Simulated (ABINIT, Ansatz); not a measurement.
```xyz
5
Lattice="5.235 0.000 0.000 0.000 5.235 0.000 0.000 0.000 5.235" Properties=species:S:1:pos:R:3 pbc="T T T" subject="Quasiparticle gap of Sr3BiN (Pm-3m) in ABINIT" method="RPA screening on LDA, plane waves, norm-conserving pseudopotentials (and 2 further levels or steps)" program="ABINIT 10.8.3" settings="cutoff 36 Ha, PseudoDojo scalar-relativistic 0.4.1 stringent, norm-conserving, ngkpt (2, 2, 2), nband 457, ecuteps 8 Ha, inclvkb 2, shiftk (0, 0, 0), symchi 1, awtr 1, frequency ppm, 2×2×2 k-mesh" cost="5 runs, 13 min in all on 8 MPI ranks of Arm Neoverse V1, shared host" notes="The program’s warnings: nproc spkpt=  >= nkpt= * nsppol=. The cell and positions are those that the Materials Project relaxed with its own functionals (PBE, PBE+U or r2SCAN), kept fixed. Limits: screening runs away on this mesh; no spin-orbit coupling. The 2×2×2 mesh is coarse for this cell, which bears on the long-range parts of exchange and screening. On this mesh the RPA ε∞ passes 90, more than nearly any semiconductor shows; a coarse mesh does this where one point with a narrow direct gap carries much weight. The screening is then too strong, and the G0W0 gap should not be taken as the material’s." lda_gap="0.26 eV, direct" g0w0_gap_on_the_mesh="0.62 eV" gw_settings="2×2×2 mesh, 457 bands, screening to 217.7 eV, Godby-Needs plasmon pole"
Sr    2.617    2.617    0.000
Sr    0.000    2.617    2.617
Sr    2.617    0.000    2.617
Bi    0.000    0.000    0.000
N     2.617    2.617    2.617
```

[Long decimals in the printed logs are rounded to 6 places.]

[Logs are printed without paths, hosts, clocks, repeated set-up lines and the standing remarks that a program may print on its own settings, such as how far it seeks lower states.]

[Paths, hosts, dates, memory and timing lines, banners, echoed tables and standing remarks are left out of the program output; an Ansatz launch command may be rebuilt from the run's recorded settings. Measured values are a selection of at most five: reports struck by readers or far from the other reports are left out. None is set beside runs whose start may be inverted or whose files or cutoffs have a known fault.]

[Runs of the session that timed out or met a known fault of the program may be left out.]

[Hosts, paths, dates, database ids (printed as entryN), source tags and the programs' standing remarks are cut or masked in the printed files.]

[G0W0 gaps are taken among the corrected bands and points alone; a level outside them can change the order at an edge.]

[Where Ansatz stands beside ABINIT at settings called matched, ABINIT's density can come from a denser mesh and the files from another edition; pairs whose starting gaps differed by over 0.03 eV were left out, so agreement reads better than it is.]
